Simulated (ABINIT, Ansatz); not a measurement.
# MgO2 (R-3m): bands and cutoff in G0W0 with ABINIT

Wanted: a converged G0W0 gap of MgO2 (R-3m), or an estimate of the limit.

Program: ABINIT 10.8.3. Level of theory: LDA and many-body steps on it, plane waves. Results are calculated unless marked as measured.

## 1. The structure

It takes space group R-3m (No. 166, trigonal). The conventional cell has a = 3.210 Å, b = 3.210 Å, c = 10.482 Å, α = 90.00°, β = 90.00°, γ = 120.00°. Nearest to Mg lie 6 O at 2.11 Å. O has 1 O at 1.49 Å and 3 Mg at 2.11 Å nearest. Farther neighbours and most contacts between anions are not listed.

The cell and positions are those that the Materials Project relaxed with its own functionals (PBE, PBE+U or r2SCAN), kept fixed.

## 2. Empty states on the mesh, 4×4×4 mesh, 112 bands

This step: ABINIT 10.8.3; DFT, LDA, plane waves, norm-conserving pseudopotentials.

The sums over transitions need many empty states on a uniform mesh; this step solves for them.

Input file run.abi:

```
acell 3*1.0 Angstrom
rprim 
  1.604761016024 0.926509204586 3.493978874900
  -1.604761016024 0.926509204586 3.493978874900
  0.000000000000 -1.853018409173 3.493978874900
ntypat 2
znucl 12 8
natom 3
typat 1 2 2
xred 
  0.000000000000 0.000000000000 0.000000000000
  0.428786000000 0.428786000000 0.428786000000
  0.571214000000 0.571214000000 0.571214000000
pp_dirpath "pseudos"
pseudos "Mg.upf, O.upf"
ecut 38
ngkpt 4 4 4
nshiftk 1
shiftk 0 0 0
kptopt 1
chksymbreak 0
irdden 1
istwfk *1
nband 112
prtvol 0
optdriver 6
gwr_task "HDIAGO"
paral_kgb 0
occopt 1
indata_prefix "in"
outdata_prefix "out"
tmpdata_prefix "tmp"
```

The run is started by

```console
$ OMP_NUM_THREADS=1 mpirun -n 4 abinit run.abi > log
```

What it wrote:

```text
.Version 10.8.3 of ABINIT. v10.8.2 released Aug 2026.

 Symmetries : space group R-3 m (#166); Bravais hR (rhombohedral)
[... echo of the input left out ...]
== DATASET  1 ==================================================================
-   mpi_nproc: 4, omp_nthreads: 1 (-1 if OMP is not activated)

--- !DatasetInfo
iteration_state: {dtset: 1, }
dimensions: {natom: 3, nkpt: 13, mband: 112, nsppol: 1, nspinor: 1, nspden: 1, mpw: 2370, }
cutoff_energies: {ecut:  38.0, pawecutdg:  -1.0, }
[...]
Direct band gap semiconductor
 Fundamental gap:     2.137 (eV)
   VBM:     3.180 (eV) at k: [ 5.0000E-01,  5.0000E-01,  5.0000E-01]
   CBM:     5.317 (eV) at k: [ 5.0000E-01,  5.0000E-01,  5.0000E-01]
 Direct gap:         2.137 (eV) at k: [ 5.0000E-01,  5.0000E-01,  5.0000E-01]

== END DATASET(S) ==============================================================
================================================================================

 -outvars: echo values of variables after computation  --------
           etotal      0.0000000000E+00
            nband         112
             nkpt          13
          spgroup         166
 [... the other variables as echoed above ...]

 Calculation completed.
```

Elapsed: 52 s, on 4 MPI ranks of Arm Neoverse V1, shared host; peak memory 1.4 GiB.

This step gave:

```
gap                                                           : 2.137 eV
k of the valence top                                          : 0.5, 0.5, 0.5
k of the conduction bottom                                    : 0.5, 0.5, 0.5
least direct gap                                              : 2.137 eV
k points computed                                             : 13
lowest point of the top converged band, above the valence top : 110.2798 eV
```

On this mesh the gap is 2.137 eV.

The density comes from a self-consistent run that is not shown.

## 3. Screening, 4×4×4 mesh, 22 bands, screening to 76.2 eV

The RPA dielectric matrix is built and inverted for each q.

This step: RPA screening on LDA, plane waves, norm-conserving pseudopotentials.

Changes to run.abi since step 2:

```diff
@@ -21,10 +21,11 @@
 chksymbreak 0
-irdden 1
 istwfk *1
-nband 112
-prtvol 0
-optdriver 6
-gwr_task "HDIAGO"
-paral_kgb 0
 occopt 1
+irdwfk 1
+optdriver 3
+nband 22
+ecuteps 2.8
+inclvkb 2
+awtr 1
+symchi 1
 indata_prefix "in"
```

What it wrote:

```text
.Version 10.8.3 of ABINIT. v10.8.2 released Aug 2026.

 Symmetries : space group R-3 m (#166); Bravais hR (rhombohedral)
[... echo of the input left out ...]
== DATASET  1 ==================================================================
-   mpi_nproc: 4, omp_nthreads: 1 (-1 if OMP is not activated)

--- !DatasetInfo
iteration_state: {dtset: 1, }
dimensions: {natom: 3, nkpt: 13, mband: 22, nsppol: 1, nspinor: 1, nspden: 1, mpw: 2370, }
cutoff_energies: {ecut:  38.0, pawecutdg:  -1.0, }
electrons: {nelect:   2.20000000E+01, charge:   0.00000000E+00, occopt:   1.00000000E+00, tsmear:   1.00000000E-02, }

 SCREENING: Calculation of the susceptibility and dielectric matrices

 Based on a program developped by R.W. Godby, V. Olevano, G. Onida, and L. Reining.
 Incorporated in ABINIT by V. Olevano, G.-M. Rignanese, and M. Torrent.
.Using double precision arithmetic ; gwpc =  8

[... cell and pseudopotentials left out ...]
--------------------------------------------------------------------------------

 ==== K-mesh for the wavefunctions ====
 Number of points in the irreducible wedge :    13
[... list of points left out ...]
 Together with 12 symmetry operations and time-reversal symmetry
 yields    64 points in the full Brillouin Zone.

 ==== Q-mesh for the screening function ====
 Number of points in the irreducible wedge :    13
[... list of points left out ...]
 Together with 12 symmetry operations and time-reversal symmetry
 yields    64 points in the full Brillouin Zone.

 setmesh: FFT mesh size selected  =    27x   27x   27
          total number of points  =        19683

 vcoul_init : cutoff-mode = AUXILIARY_FUNCTION
 q-points for optical limit:   1
     1)      0.000010    0.000020    0.000030

- screening: taking advantage of time-reversal symmetry
- Maximum band index for partially occupied states nbvw = 11
- Remaining bands to be divided among processors   nbcw = 11
- Number of bands treated by each node ~2

 Number of electrons calculated from density =   22.0000; Expected =   22.0000
 average of density, n =  0.104591
 r_s =    1.3167
 omega_plasma =   31.1963 [eV]

 calculating chi0 at frequencies [eV] :
  1    0.000000E+00    0.000000E+00
  2    0.000000E+00    3.119628E+01

--------------------------------------------------------------------------------
  q-point number  1        q = ( 0.000000, 0.000000, 0.000000) [r.l.u.]
--------------------------------------------------------------------------------
[... chi0 elements left out ...]
 For q-point:  0.000010 0.000020 0.000030
  dielectric constant =   3.5185
  dielectric constant without local fields =   3.7574

  Average fulfillment of the sum rule on Im[epsilon] for q-point    1 :     14.08  [%]
[... wings left out ...]
  q-point number  2        q = ( 0.250000, 0.000000, 0.000000) [r.l.u.]
--------------------------------------------------------------------------------
[... chi0 elements left out ...]
  Average fulfillment of the sum rule on Im[epsilon] for q-point    2 :     28.35  [%]

 [... 11 further q-points ...]
```

Run time: 6.9 s. Hardware: 4 MPI ranks; peak memory 0.51 GiB; 27 s of CPU time.

This step gave:

| Item | Value |
| --- | --- |
| ε∞ with local fields, on this mesh, along the program's q direction | 3.518 |
| the same without local fields | 3.757 |
| plasma frequency | 31.20 eV |
| plane waves in the screening matrix | 47 |

Local fields lower ε∞ by 6 %. On a Γ-centred mesh this coarse the value itself is usually too large, while a short band sum pulls it down.

## 4. 22 bands, 76.2 eV

The self-energy is evaluated for the states that the input lists, and the levels follow from it, in one-shot runs by the linearised quasiparticle equation.

This step: G0W0 on LDA, plane waves, norm-conserving pseudopotentials.

Changes to run.abi since step 3:

```diff
@@ -24,8 +24,17 @@
 irdwfk 1
-optdriver 3
+optdriver 4
 nband 22
+gwcalctyp 0
+ecutsigx 38
+symsigma 1
+nkptgw 2
+kptgw 
+  0.5000000000 0.5000000000 0.5000000000
+  0.0000000000 0.0000000000 0.0000000000
+bdgw 
+  10 13
+  10 13
 ecuteps 2.8
-inclvkb 2
-awtr 1
-symchi 1
+irdscr 1
+ppmodel 1
 indata_prefix "in"
```

What it wrote:

```text
.Version 10.8.3 of ABINIT. v10.8.2 released Aug 2026.

 Symmetries : space group R-3 m (#166); Bravais hR (rhombohedral)
[... echo of the input left out ...]
== DATASET  1 ==================================================================
-   mpi_nproc: 4, omp_nthreads: 1 (-1 if OMP is not activated)

--- !DatasetInfo
iteration_state: {dtset: 1, }
dimensions: {natom: 3, nkpt: 13, mband: 22, nsppol: 1, nspinor: 1, nspden: 1, mpw: 2370, }
cutoff_energies: {ecut:  38.0, pawecutdg:  -1.0, }
electrons: {nelect:   2.20000000E+01, charge:   0.00000000E+00, occopt:   1.00000000E+00, tsmear:   1.00000000E-02, }

 SIGMA: Calculation of the GW corrections

 Based on a program developped by R.W. Godby, V. Olevano, G. Onida, and L. Reining.
 Incorporated in ABINIT by V. Olevano, G.-M. Rignanese, and M. Torrent.
.Using double precision arithmetic ; gwpc =  8

[... cell and pseudopotentials left out ...]
--------------------------------------------------------------------------------

 ==== K-mesh for the wavefunctions ====
 Number of points in the irreducible wedge :    13
[... list of points left out ...]
 Together with 12 symmetry operations and time-reversal symmetry
 yields    64 points in the full Brillouin Zone.

 ==== Q-mesh for screening function ====
 Number of points in the irreducible wedge :    13
[... list of points left out ...]
 Together with 12 symmetry operations and time-reversal symmetry
 yields    64 points in the full Brillouin Zone.

 vcoul_init : cutoff-mode = AUXILIARY_FUNCTION
 q-points for optical limit:   1
     1)      0.000010    0.000020    0.000030
 setmesh: FFT mesh size selected  =    45x   45x   45
          total number of points  =        91125

 Number of electrons calculated from density =   22.0000; Expected =   22.0000
 average of density, n =  0.104591
 r_s =    1.3167
 omega_plasma =   31.1963 [eV]

 === KS Band Gaps ===
  >>>> For spin  1
   Minimum direct gap =   2.1369 [eV], located at k-point      :   0.5000  0.5000  0.5000
   Fundamental gap    =   2.1369 [eV], Top of valence bands at :   0.5000  0.5000  0.5000
                                       Bottom of conduction at :   0.5000  0.5000  0.5000
 SIGMA fundamental parameters:
 PLASMON POLE MODEL  1
 number of plane-waves for SigmaX                 2365
 number of plane-waves for SigmaC and W             47
 number of plane-waves for wavefunctions          2365
 number of bands                                    22
 number of independent spin polarizations            1
 number of spinorial components                      1
 number of k-points in IBZ                          13
 number of q-points in IBZ                          13
 number of symmetry operations                      12
 number of k-points in BZ                           64
 number of q-points in BZ                           64
 number of frequencies for dSigma/dE                 9
 frequency step for dSigma/dE [eV]                0.25
 number of omega for Sigma on real axis              0
 max omega for Sigma on real axis  [eV]           0.00
 zcut for avoiding poles [eV]                     0.10

 EPSILON^-1 parameters (SCR file):
 dimension of the eps^-1 matrix on file             47
 dimension of the eps^-1 matrix used                47
 number of plane-waves for wavefunctions          2365
 number of bands                                    22
 number of q-points in IBZ                          13
 number of frequencies                               2
 number of real frequencies                          1
 number of imag frequencies                          1

 matrix elements of self-energy operator (all in [eV])

 Perturbative Calculation

--- !SelfEnergy_ee
iteration_state: {dtset: 1, }
kpoint     : [   0.500,    0.500,    0.500, ]
spin       : 1
KS_gap     :    2.137
QP_gap     :    5.112
Delta_QP_KS:    2.975
data: !SigmaeeData |
     Band     E0 <VxcDFT>   SigX SigC(E0)      Z dSigC/dE  Sig(E)    E-E0       E
       10   3.180 -20.478 -26.426   5.093   0.791  -0.265 -21.154  -0.676   2.504
       11   3.180 -20.478 -26.426   5.093   0.791  -0.265 -21.154  -0.676   2.504
       12   5.317 -18.094 -12.146  -3.107   0.809  -0.236 -15.795   2.299   7.616
       13   7.912  -9.710  -4.418  -3.101   0.861  -0.161  -7.824   1.886   9.798

--- !SelfEnergy_ee
iteration_state: {dtset: 1, }
kpoint     : [   0.000,    0.000,    0.000, ]
spin       : 1
KS_gap     :    5.188
QP_gap     :    7.821
Delta_QP_KS:    2.634
data: !SigmaeeData |
     Band     E0 <VxcDFT>   SigX SigC(E0)      Z dSigC/dE  Sig(E)    E-E0       E
       10   2.378 -19.584 -25.760   5.159   0.788  -0.270 -20.385  -0.801   1.577
       11   2.378 -19.584 -25.760   5.159   0.788  -0.270 -20.385  -0.801   1.577
       12   7.566 -11.433  -6.289  -2.998   0.854  -0.171  -9.600   1.833   9.398
       13   7.794 -20.079 -12.512  -3.823   0.779  -0.284 -17.164   2.915  10.710

== END DATASET(S) ==============================================================
================================================================================

 -outvars: echo values of variables after computation  --------
           etotal      0.0000000000E+00
            nband          22
             nkpt          13
          spgroup         166
 [... the other variables as echoed above ...]

 Calculation completed.
```

Elapsed: 2.8 s, on 4 MPI ranks; peak memory 0.17 GiB.

Numbers from this step:

```yaml
g0w0_gap_on_the_points_computed: 5.112 eV
starting_gap_on_the_mesh: 2.137 eV
k_of_the_valence_top: 0.5, 0.5, 0.5
k_of_the_conduction_bottom: 0.5, 0.5, 0.5
z_at_the_valence_top: 0.791
z_at_the_conduction_bottom: 0.809
least_direct_g0w0_gap_on_the_computed_points: 5.112 eV
```

The gap on the mesh goes from 2.14 eV to 5.11 eV, a correction of +2.98 eV.

## 5. Screening, 4×4×4 mesh, 48 bands, screening to 141.5 eV

This step: RPA screening on LDA, plane waves, norm-conserving pseudopotentials.

Changes to run.abi since step 4:

```diff
@@ -24,17 +24,8 @@
 irdwfk 1
-optdriver 4
-nband 22
-gwcalctyp 0
-ecutsigx 38
-symsigma 1
-nkptgw 2
-kptgw 
-  0.5000000000 0.5000000000 0.5000000000
-  0.0000000000 0.0000000000 0.0000000000
-bdgw 
-  10 13
-  10 13
-ecuteps 2.8
-irdscr 1
-ppmodel 1
+optdriver 3
+nband 48
+ecuteps 5.2
+inclvkb 2
+awtr 1
+symchi 1
 indata_prefix "in"
```

What it wrote:

```text
.Version 10.8.3 of ABINIT. v10.8.2 released Aug 2026.

 Symmetries : space group R-3 m (#166); Bravais hR (rhombohedral)
[... echo of the input left out ...]
== DATASET  1 ==================================================================
-   mpi_nproc: 4, omp_nthreads: 1 (-1 if OMP is not activated)

--- !DatasetInfo
iteration_state: {dtset: 1, }
dimensions: {natom: 3, nkpt: 13, mband: 48, nsppol: 1, nspinor: 1, nspden: 1, mpw: 2370, }
cutoff_energies: {ecut:  38.0, pawecutdg:  -1.0, }
electrons: {nelect:   2.20000000E+01, charge:   0.00000000E+00, occopt:   1.00000000E+00, tsmear:   1.00000000E-02, }

 SCREENING: Calculation of the susceptibility and dielectric matrices

 Based on a program developped by R.W. Godby, V. Olevano, G. Onida, and L. Reining.
 Incorporated in ABINIT by V. Olevano, G.-M. Rignanese, and M. Torrent.
.Using double precision arithmetic ; gwpc =  8

[... cell and pseudopotentials left out ...]
--------------------------------------------------------------------------------

 ==== K-mesh for the wavefunctions ====
 Number of points in the irreducible wedge :    13
[... list of points left out ...]
 Together with 12 symmetry operations and time-reversal symmetry
 yields    64 points in the full Brillouin Zone.

 ==== Q-mesh for the screening function ====
 Number of points in the irreducible wedge :    13
[... list of points left out ...]
 Together with 12 symmetry operations and time-reversal symmetry
 yields    64 points in the full Brillouin Zone.

 setmesh: FFT mesh size selected  =    30x   30x   30
          total number of points  =        27000

 vcoul_init : cutoff-mode = AUXILIARY_FUNCTION
 q-points for optical limit:   1
     1)      0.000010    0.000020    0.000030

- screening: taking advantage of time-reversal symmetry
- Maximum band index for partially occupied states nbvw = 11
- Remaining bands to be divided among processors   nbcw = 37
- Number of bands treated by each node ~9

 Number of electrons calculated from density =   22.0000; Expected =   22.0000
 average of density, n =  0.104591
 r_s =    1.3167
 omega_plasma =   31.1963 [eV]

 calculating chi0 at frequencies [eV] :
  1    0.000000E+00    0.000000E+00
  2    0.000000E+00    3.119628E+01

--------------------------------------------------------------------------------
  q-point number  1        q = ( 0.000000, 0.000000, 0.000000) [r.l.u.]
--------------------------------------------------------------------------------
[... chi0 elements left out ...]
 For q-point:  0.000010 0.000020 0.000030
  dielectric constant =   3.5336
  dielectric constant without local fields =   3.8768

  Average fulfillment of the sum rule on Im[epsilon] for q-point    1 :     39.98  [%]
[... wings left out ...]
  q-point number  2        q = ( 0.250000, 0.000000, 0.000000) [r.l.u.]
--------------------------------------------------------------------------------
[... chi0 elements left out ...]
  Average fulfillment of the sum rule on Im[epsilon] for q-point    2 :     54.12  [%]

 [... 11 further q-points ...]
```

Wall time 23 s (4 MPI ranks); peak memory 0.75 GiB.

Numbers from this step:

```yaml
eps_infinity_with_local_fields_on_this_mesh_along_the_program_s_q_direction: 3.534
the_same_without_local_fields: 3.877
plasma_frequency: 31.20 eV
plane_waves_in_the_screening_matrix: 109
```

(Continued in part 2 of 2.)

[Paths, hosts, dates, memory and timing lines, banners, echoed tables and standing remarks are left out of the program output.]

[Logs are printed without paths, hosts, clocks, repeated set-up lines and the standing remarks that a program may print on its own settings, such as how far it seeks lower states.]

[Runs of the session that timed out or met a known fault of the program may be left out.]

[No measured gap is set beside runs whose start may be inverted or whose files or cutoffs have a known fault.]

[Hosts, paths, dates, database ids (printed as entryN), source tags and the programs' standing remarks are cut or masked in the printed files.]

[G0W0 gaps are taken among the corrected bands and points alone; a level outside them can change the order at an edge.]

[Where Ansatz stands beside ABINIT at settings called matched, ABINIT's density can come from a denser mesh and the files from another edition; pairs whose starting gaps differed by over 0.03 eV were left out, so agreement reads better than it is.]
